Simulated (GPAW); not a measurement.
# Screening of a field by a 7-layer slab of Cr(110)

How does a 7-layer slab of Cr(110) screen a perpendicular field?

Program: GPAW 26.7.0. Level of theory: GPAW, PAW setups; slab in vacuum, relaxation, in the first sound run; inputs show where later runs differ. Results are calculated unless marked as measured.

**1. Starting point**

The cell holds 7 atoms: 7 Cr. Cell: a = 2.494 Å, b = 2.494 Å, c = 28.219 Å, α = 90.0°, β = 90.0°, γ = 70.5°. Vacuum lies along c.

**2. Relaxation**

The atoms are relaxed first, since the surface dipole, and with it the work function, follows the positions of the outer layers. The lowest 3 atoms are held at bulk positions and keep their forces.

The input, run.py:

```python
import json
import numpy as np
from ase import Atoms
from ase.constraints import FixAtoms
from ase.optimize import BFGS
from gpaw import GPAW, PW

slab = Atoms(
    ['Cr', 'Cr', 'Cr', 'Cr', 'Cr', 'Cr', 'Cr'],
    positions=[
        [0.00000, 0.00000, 8.00000],
        [2.03647, 0.00000, 10.03647],
        [0.00000, 0.00000, 12.07294],
        [2.03647, 0.00000, 14.10940],
        [0.00000, 0.00000, 16.14587],
        [2.03647, 0.00000, 18.18234],
        [0.00000, 0.00000, 20.21881]],
    cell=[[2.03647, -1.44, 0.0], [2.03647, 1.44, 0.0], [0.0, 0.0, 28.21881]],
    pbc=[True, True, False])

slab.calc = GPAW(mode=PW(400), xc='PBE', kpts={'size': (13, 13, 1), 'gamma': True},
                 occupations={'name': 'fermi-dirac', 'width': 0.1}, nbands='160%',
                 convergence={'density': 1e-05}, maxiter=200,
                 poissonsolver={'dipolelayer': 'xy'},
                 symmetry={'tolerance': 1e-3, 'extra_ids': [1, 1, 1, 0, 0, 0, 0]}, txt='slab.txt')
result = {}
slab.set_constraint(FixAtoms([0, 1, 2]))
path = []
opt = BFGS(slab, maxstep=0.2)
opt.attach(lambda: path.append((slab.get_potential_energy(), slab.positions.tolist(), slab.get_forces().tolist())))
result['relaxed'] = bool(opt.run(fmax=0.03, steps=40))
result['path'] = path
energy = slab.get_potential_energy()
fermi = slab.calc.get_fermi_level()
v = slab.calc.get_electrostatic_potential().mean((0, 1)) - fermi
n = slab.calc.get_pseudo_density().mean((0, 1))
L = slab.cell[2, 2]
z = np.arange(len(v)) * L / len(v)
low, high = slab.positions[:, 2].min(), slab.positions[:, 2].max()
below, above = np.interp([low - 5.8, high + 5.8], z, v)
slopes = [np.interp(x, z, np.gradient(v, z)) for x in (low - 5.8, high + 5.8)]
eps = np.array([[slab.calc.get_eigenvalues(k, s) for k in range(len(slab.calc.get_ibz_k_points()))]
                for s in range(slab.calc.get_number_of_spins())]) - fermi
top, bottom = eps[eps < 0].max(), eps[eps > 0].min()
dipole = slab.get_dipole_moment()[2]
print(f'energy {energy:.4f} eV, Fermi level {fermi:.4f} eV, dipole {dipole:.5f} e A')
print(f'potential 5.8 A off the faces, from the Fermi level: lower {below:.4f} eV, upper {above:.4f} eV')
print(f'slope of the potential there: lower {slopes[0]:.5f}, upper {slopes[1]:.5f} eV/A')
print(f'nearest levels on the mesh: {top:.4f} and {bottom:.4f} eV')
print('magnetic moment', round(slab.get_magnetic_moment(), 3))
result.update(energy=energy, fermi=fermi, dipole=dipole, below=below, above=above, slopes=slopes, edges=[top, bottom],
              z=z.tolist(), v=v.tolist(), n=n.tolist(), positions=slab.positions.tolist(),
              forces=slab.get_forces(apply_constraint=False).tolist(), moments=slab.get_magnetic_moments().tolist())
json.dump(result, open('result.json', 'w'))
```

Launch:

```
$ OMP_NUM_THREADS=1 OPENBLAS_NUM_THREADS=1 python run.py
```

The program printed:

```text
Step          Energy          fmax
BFGS:    0      -63.113244        0.739416
BFGS:    1      -63.123251        0.675422
BFGS:    2      -63.157278        0.357229
BFGS:    3      -63.159197        0.261872
BFGS:    4      -63.162898        0.195040
BFGS:    5      -63.167729        0.182385
BFGS:    6      -63.170720        0.273894
BFGS:    7      -63.173115        0.294895
BFGS:    8      -63.175466        0.258840
BFGS:    9      -63.179587        0.174088
BFGS:   10      -63.183310        0.269021
BFGS:   11      -63.186178        0.300096
BFGS:   12      -63.188436        0.247567
BFGS:   13      -63.190426        0.132541
BFGS:   14      -63.191464        0.057372
BFGS:   15      -63.191771        0.016714
energy -63.0794 eV, Fermi level 3.1855 eV, dipole 0.00546 e A
potential 5.8 A off the faces, from the Fermi level: lower 4.8424 eV, upper 4.7054 eV
slope of the potential there: lower -0.00031, upper 0.00044 eV/A
nearest levels on the mesh: -0.0209 and 0.0019 eV
magnetic moment 0.0
```

The job ended after 65 min (1 thread of Arm Neoverse V2, shared host; peak memory 0.28 GiB).

This run has no spin polarisation, although Cr can carry a moment.

The steps of the relaxation:

```csv
step,energy less that of the first step (eV),largest force (eV/Å)
1,0.0000,0.7394
2,-0.0103,0.6754
3,-0.0470,0.3572
4,-0.0487,0.2619
5,-0.0522,0.1950
6,-0.0572,0.1824
7,-0.0606,0.2739
8,-0.0634,0.2949
9,-0.0660,0.2588
10,-0.0703,0.1741
11,-0.0740,0.2690
12,-0.0766,0.3001
13,-0.0786,0.2476
14,-0.0805,0.1325
15,-0.0817,0.0574
16,-0.0822,0.0167
```

The atoms that moved most (Å):

```csv
atom,dx,dy,dz,length
Cr7,0.000,0.000,-0.272,0.272
Cr6,0.000,0.000,-0.127,0.127
Cr5,0.000,0.000,-0.099,0.099
Cr4,0.000,0.000,-0.053,0.053
```

The relaxed structure:

```cif
data_structure
_symmetry_space_group_name_H-M 'P 1'
_symmetry_Int_Tables_number 1
_cell_length_a 2.4942
_cell_length_b 2.4942
_cell_length_c 28.2188
_cell_angle_alpha 90.000
_cell_angle_beta 90.000
_cell_angle_gamma 70.529
_cell_volume 165.50
loop_
_atom_site_label
_atom_site_type_symbol
_atom_site_fract_x
_atom_site_fract_y
_atom_site_fract_z
_atom_site_occupancy
Cr1 Cr 0.00000 0.00000 0.28350 1
Cr2 Cr 0.50000 0.50000 0.35567 1
Cr3 Cr 0.00000 0.00000 0.42783 1
Cr4 Cr 0.50000 0.50000 0.49811 1
Cr5 Cr 0.00000 0.00000 0.56867 1
Cr6 Cr 0.50000 0.50000 0.63985 1
Cr7 Cr 0.00000 0.00000 0.70685 1
```

Numbers from this step:

```yaml
dipole_along_the_normal: 0.005464 e·Å
levels_nearest_the_fermi_level_on_the_mesh: -0.02094, 0.001925 eV from the Fermi level
upper_work_function: 4.705 eV
lower_work_function: 4.842 eV
```

The electrostatic potential energy of an electron (without an applied field's), less the Fermi level, planar mean oscillates, so the rows of the table below give means over windows of 1.99 Å about each position, cut where the curve ends. Its maxima inside the range that stand out by 2 % of the span (Å: eV): 9.0: -1.85, 11.1: -1.93, 13.1: -2.38, 15.1: -2.29, 17.0: -2.22, 19.0: -3.34. Its minima: 8.0: -21.8, 10.0: -22.4, 12.1: -22.1, 14.0: -22.1, 16.1: -22.1, 18.1: -22.4, 20.0: -22.0.

Table of electrostatic potential energy of an electron (without an applied field's), less the Fermi level, planar mean by z; means over each step:

z (Å), electrostatic potential energy of an electron (without an applied field's), less the Fermi level, planar mean (eV) and a bar from the least value:
```
     0.99        4.8 ##############################
     2.98        4.8 ##############################
     4.97        4.8 ##############################
     6.96       -3.3 ################
     8.95      -10.5 ###
    10.94      -10.6 ###
    12.93      -11.2 ##
    14.92      -11.1 ##
    16.91      -11.0 ##
    18.90      -12.3 
    20.89       -4.5 ##############
    22.88        4.6 ##############################
    24.87        4.7 ##############################
    26.86        4.7 ##############################
```

The pseudo valence density, planar mean oscillates, so the rows of the table below give means over windows of 1.99 Å about each position, cut where the curve ends. Its maxima inside the range that stand out by 2 % of the span (Å: e/Å³): 7.9: 0.791, 10.0: 0.780, 12.1: 0.774, 14.0: 0.776, 16.1: 0.776, 18.0: 0.765, 19.9: 0.771. Its minima: 9.0: 0.317, 11.1: 0.315, 13.2: 0.343, 15.1: 0.332, 17.1: 0.330, 19.0: 0.375.

Table of pseudo valence density, planar mean by z; means over each step:

z (Å), pseudo valence density, planar mean (e/Å³) and a bar:
```
     2.98      0.000 
     4.97      0.003 
     6.96      0.239 #############
     8.95      0.497 ###########################
    10.94      0.496 ###########################
    12.93      0.517 ############################
    14.92      0.513 ############################
    16.91      0.509 ############################
    18.90      0.548 ##############################
    20.89      0.272 ###############
    22.88      0.004 
    24.87      0.000
```

The relaxation lowered the energy of the cell by 0.0822 eV (energies extrapolated to zero smearing; the optimiser's log prints free energies). The largest force left on a free atom is 0.017 eV/Å.

**3. The slab's potential**

With the geometry fixed, the planar mean of the potential gives the vacuum level on each side.

This step: GPAW, PAW setups; slab in vacuum (GPAW 26.7.0).

Edit run.py of step 2 so:

```diff
@@ -3,4 +3,2 @@
 from ase import Atoms
-from ase.constraints import FixAtoms
-from ase.optimize import BFGS
 from gpaw import GPAW, PW
@@ -11,8 +9,8 @@
         [0.00000, 0.00000, 8.00000],
-        [2.03647, 0.00000, 10.03647],
+        [2.03647, -0.00000, 10.03647],
         [0.00000, 0.00000, 12.07294],
-        [2.03647, 0.00000, 14.10940],
-        [0.00000, 0.00000, 16.14587],
-        [2.03647, 0.00000, 18.18234],
-        [0.00000, 0.00000, 20.21881]],
+        [2.03647, -0.00000, 14.05595],
+        [-0.00000, -0.00000, 16.04717],
+        [2.03647, -0.00000, 18.05578],
+        [-0.00000, 0.00000, 19.94654]],
     cell=[[2.03647, -1.44, 0.0], [2.03647, 1.44, 0.0], [0.0, 0.0, 28.21881]],
@@ -24,10 +22,4 @@
                  poissonsolver={'dipolelayer': 'xy'},
-                 symmetry={'tolerance': 1e-3, 'extra_ids': [1, 1, 1, 0, 0, 0, 0]}, txt='slab.txt')
+                 symmetry={'tolerance': 1e-3}, txt='slab.txt')
 result = {}
-slab.set_constraint(FixAtoms([0, 1, 2]))
-path = []
-opt = BFGS(slab, maxstep=0.2)
-opt.attach(lambda: path.append((slab.get_potential_energy(), slab.positions.tolist(), slab.get_forces().tolist())))
-result['relaxed'] = bool(opt.run(fmax=0.03, steps=40))
-result['path'] = path
 energy = slab.get_potential_energy()
```

The program printed:

```text
energy -63.0794 eV, Fermi level 3.1856 eV, dipole 0.00555 e A
potential 5.8 A off the faces, from the Fermi level: lower 4.8422 eV, upper 4.7051 eV
slope of the potential there: lower -0.00030, upper 0.00043 eV/A
nearest levels on the mesh: -0.0209 and 0.0019 eV
magnetic moment 0.0
```

The job ended after 5.4 min (1 thread; peak memory 0.27 GiB).

Numbers from this step:

| Property | Result |
| --- | --- |
| dipole along the normal | 0.005547 e·Å |
| levels nearest the Fermi level on the mesh | -0.02092, 0.001914 eV from the Fermi level |

The electrostatic potential energy of an electron (without an applied field's), less the Fermi level, planar mean oscillates, so the rows of the table below give means over windows of 1.99 Å about each position, cut where the curve ends. Its maxima inside the range that stand out by 2 % of the span (Å: eV): 9.0: -1.85, 11.1: -1.93, 13.1: -2.38, 15.1: -2.29, 17.0: -2.22, 19.0: -3.34. Its minima: 8.0: -21.8, 10.0: -22.4, 12.1: -22.1, 14.0: -22.1, 16.1: -22.1, 18.1: -22.4, 20.0: -22.0.

Electrostatic potential energy of an electron (without an applied field's), less the Fermi level, planar mean against z; means over each step:

```csv
z (Å),"electrostatic potential energy of an electron (without an applied field's), less the Fermi level, planar mean (eV)"
0.99,4.84
2.98,4.84
4.97,4.75
6.96,-3.28
8.95,-10.5
10.94,-10.6
12.93,-11.2
14.92,-11.1
16.91,-11.0
18.90,-12.3
20.89,-4.49
22.88,4.60
24.87,4.70
26.86,4.71
```

The pseudo valence density, planar mean oscillates, so the rows of the table below give means over windows of 1.99 Å about each position, cut where the curve ends. Its maxima inside the range that stand out by 2 % of the span (Å: e/Å³): 7.9: 0.791, 10.0: 0.780, 12.1: 0.774, 14.0: 0.776, 16.1: 0.776, 18.0: 0.765, 19.9: 0.771. Its minima: 9.0: 0.317, 11.1: 0.315, 13.2: 0.343, 15.1: 0.332, 17.1: 0.330, 19.0: 0.375.

The pseudo valence density, planar mean by z; means over each step:

```csv
z (Å),"pseudo valence density, planar mean (e/Å³)"
2.98,2.4e-5
4.97,0.00295
6.96,0.239
8.95,0.497
10.94,0.496
12.93,0.517
14.92,0.513
16.91,0.509
18.90,0.548
20.89,0.272
22.88,0.00354
24.87,2.9e-5
```

Force by atom:

```csv
atom,x (eV/Å),y (eV/Å),z (eV/Å),size
Cr1,0.000,0.000,0.739,0.739
Cr2,0.000,0.000,-0.478,0.478
Cr3,0.000,0.000,-0.265,0.265
Cr4,0.000,0.000,0.006,0.006
Cr5,0.000,0.000,-0.001,0.001
Cr6,0.000,0.000,0.016,0.016
Cr7,0.000,0.000,-0.017,0.017
```

The potential is flat to 4.3e-4 eV/Å where it is read, so the vacuum is wide enough.

**4. In a field**

A uniform field along the normal polarises the slab; the atoms stay fixed, so this is the electronic response alone.

Edit run.py of step 3 so:

```diff
@@ -4,2 +4,3 @@
 from gpaw import GPAW, PW
+from gpaw.external import ConstantElectricField
 
@@ -22,2 +23,3 @@
                  poissonsolver={'dipolelayer': 'xy'},
+                 external=ConstantElectricField(-0.2, [0, 0, 1]),
                  symmetry={'tolerance': 1e-3}, txt='slab.txt')
```

The program printed:

```text
energy -63.0887 eV, Fermi level 3.1957 eV, dipole -0.09812 e A
potential 5.8 A off the faces, from the Fermi level: lower 3.2371 eV, upper 6.2643 eV
slope of the potential there: lower -0.00031, upper 0.00062 eV/A
nearest levels on the mesh: -0.0209 and 0.0025 eV
magnetic moment 0.0
```

Elapsed: 15 min, on 1 thread; peak memory 0.41 GiB.

Numbers from this step:

| Item | Value |
| --- | --- |
| dipole along the normal | -0.09812 e·Å |
| levels nearest the Fermi level on the mesh | -0.02094, 0.002460 eV from the Fermi level |
| potential below the slab, the applied field's own ramp left out | 3.237 eV from the Fermi level |
| potential above the slab, the applied field's own ramp left out | 6.264 eV from the Fermi level |

The electrostatic potential energy of an electron (without an applied field's), less the Fermi level, planar mean oscillates, so the rows of the table below give means over windows of 1.99 Å about each position, cut where the curve ends. Its maxima inside the range that stand out by 2 % of the span (Å: eV): 9.0: -2.88, 11.1: -2.53, 13.1: -2.59, 15.1: -2.11, 17.0: -1.63, 19.0: -2.36, 26.9: 6.27. Its minima: 8.0: -23.1, 10.0: -23.2, 12.1: -22.5, 14.0: -22.1, 16.1: -21.7, 18.1: -21.6, 20.0: -20.9.

Table of electrostatic potential energy of an electron (without an applied field's), less the Fermi level, planar mean by z; means over each step:

```csv
z (Å),"electrostatic potential energy of an electron (without an applied field's), less the Fermi level, planar mean (eV)"
0.99,3.38
2.98,3.24
4.97,3.16
6.96,-4.71
8.95,-11.5
10.94,-11.2
12.93,-11.4
14.92,-10.9
16.91,-10.4
18.90,-11.4
20.89,-3.13
22.88,6.14
24.87,6.26
26.86,6.26
```

Force by atom:

```csv
atom,x (eV/Å),y (eV/Å),z (eV/Å),size
Cr1,0.000,0.000,0.745,0.745
Cr2,0.000,0.000,-0.485,0.485
Cr3,0.000,0.000,-0.265,0.265
Cr4,0.000,0.000,0.007,0.007
Cr5,0.000,0.000,0.001,0.001
Cr6,0.000,0.000,0.009,0.009
Cr7,0.000,0.000,-0.010,0.010
```

The dipole is now -0.0981 e Å, against 0.0055 in the run without a field.

**5. Field on**

Edit run.py of step 4 so:

```diff
@@ -23,3 +23,3 @@
                  poissonsolver={'dipolelayer': 'xy'},
-                 external=ConstantElectricField(-0.2, [0, 0, 1]),
+                 external=ConstantElectricField(-0.1, [0, 0, 1]),
                  symmetry={'tolerance': 1e-3}, txt='slab.txt')
```

The program printed:

```text
energy -63.0815 eV, Fermi level 3.1911 eV, dipole -0.04682 e A
potential 5.8 A off the faces, from the Fermi level: lower 4.0388 eV, upper 5.4833 eV
slope of the potential there: lower -0.00031, upper 0.00052 eV/A
nearest levels on the mesh: -0.0210 and 0.0022 eV
magnetic moment 0.0
```

It took 11 min on 1 thread; peak memory 0.42 GiB.

Numbers from this step:

| Item | Value |
| --- | --- |
| dipole along the normal | -0.04682 e·Å |
| levels nearest the Fermi level on the mesh | -0.02100, 0.002174 eV from the Fermi level |
| potential below the slab, the applied field's own ramp left out | 4.039 eV from the Fermi level |
| potential above the slab, the applied field's own ramp left out | 5.483 eV from the Fermi level |

The electrostatic potential energy of an electron (without an applied field's), less the Fermi level, planar mean oscillates, so the rows of the table below give means over windows of 1.99 Å about each position, cut where the curve ends. Its maxima inside the range that stand out by 2 % of the span (Å: eV): 9.0: -2.36, 11.1: -2.23, 13.1: -2.48, 15.1: -2.20, 17.0: -1.93, 19.0: -2.85. Its minima: 8.0: -22.5, 10.0: -22.8, 12.1: -22.3, 14.0: -22.1, 16.1: -21.9, 18.1: -22.0, 20.0: -21.4.

Electrostatic potential energy of an electron (without an applied field's), less the Fermi level, planar mean against z; means over each step:

```csv
z (Å),"electrostatic potential energy of an electron (without an applied field's), less the Fermi level, planar mean (eV)"
0.99,4.11
2.98,4.04
4.97,3.95
6.96,-4.00
8.95,-11.0
10.94,-10.9
12.93,-11.3
14.92,-11.0
16.91,-10.7
18.90,-11.8
20.89,-3.81
22.88,5.37
24.87,5.48
26.86,5.48
```

Force by atom:

```csv
atom,x (eV/Å),y (eV/Å),z (eV/Å),size
Cr1,0.000,0.000,0.741,0.741
Cr2,0.000,0.000,-0.482,0.482
Cr3,0.000,0.000,-0.265,0.265
Cr4,0.000,0.000,0.007,0.007
Cr5,0.000,0.000,0.000,0.000
Cr6,0.000,0.000,0.013,0.013
Cr7,0.000,0.000,-0.014,0.014
```

The dipole is now -0.0468 e Å, against 0.0055 in the run without a field.

**6. Field on**

Edit run.py of step 5 so:

```diff
@@ -23,3 +23,3 @@
                  poissonsolver={'dipolelayer': 'xy'},
-                 external=ConstantElectricField(-0.1, [0, 0, 1]),
+                 external=ConstantElectricField(-0.05, [0, 0, 1]),
                  symmetry={'tolerance': 1e-3}, txt='slab.txt')
```

The program printed:

```text
energy -63.0798 eV, Fermi level 3.1885 eV, dipole -0.02119 e A
potential 5.8 A off the faces, from the Fermi level: lower 4.4402 eV, upper 5.0940 eV
slope of the potential there: lower -0.00032, upper 0.00049 eV/A
nearest levels on the mesh: -0.0209 and 0.0021 eV
magnetic moment 0.0
```

Run time: 23 min. Hardware: 1 thread; peak memory 0.43 GiB.

**7. Field on**

Edit run.py of step 6 so:

```diff
@@ -23,3 +23,3 @@
                  poissonsolver={'dipolelayer': 'xy'},
-                 external=ConstantElectricField(-0.05, [0, 0, 1]),
+                 external=ConstantElectricField(0.05, [0, 0, 1]),
                  symmetry={'tolerance': 1e-3}, txt='slab.txt')
```

The program printed:

```text
energy -63.0803 eV, Fermi level 3.1824 eV, dipole 0.03006 e A
potential 5.8 A off the faces, from the Fermi level: lower 5.2452 eV, upper 4.3172 eV
slope of the potential there: lower -0.00033, upper 0.00043 eV/A
nearest levels on the mesh: -0.0209 and 0.0018 eV
magnetic moment 0.0
```

It took 16 min on 1 thread; peak memory 0.42 GiB.

**8. Field on**

Edit run.py of step 7 so:

```diff
@@ -23,3 +23,3 @@
                  poissonsolver={'dipolelayer': 'xy'},
-                 external=ConstantElectricField(0.05, [0, 0, 1]),
+                 external=ConstantElectricField(0.1, [0, 0, 1]),
                  symmetry={'tolerance': 1e-3}, txt='slab.txt')
```

The program printed:

```text
energy -63.0824 eV, Fermi level 3.1789 eV, dipole 0.05569 e A
potential 5.8 A off the faces, from the Fermi level: lower 5.6486 eV, upper 3.9298 eV
slope of the potential there: lower -0.00034, upper 0.00040 eV/A
nearest levels on the mesh: -0.0209 and 0.0017 eV
magnetic moment 0.0
```

Wall time 15 min (1 thread); peak memory 0.42 GiB.

The dipole is now 0.0557 e Å, against 0.0055 in the run without a field.

(Continued in part 2 of 2.)

[Logs are printed without paths, hosts, clocks, repeated set-up lines and the standing remarks that a program may print on its own settings, such as how far it seeks lower states.]

[Hosts, paths, dates, database ids (printed as entryN), source tags and the programs' standing remarks are cut or masked in the printed files.]
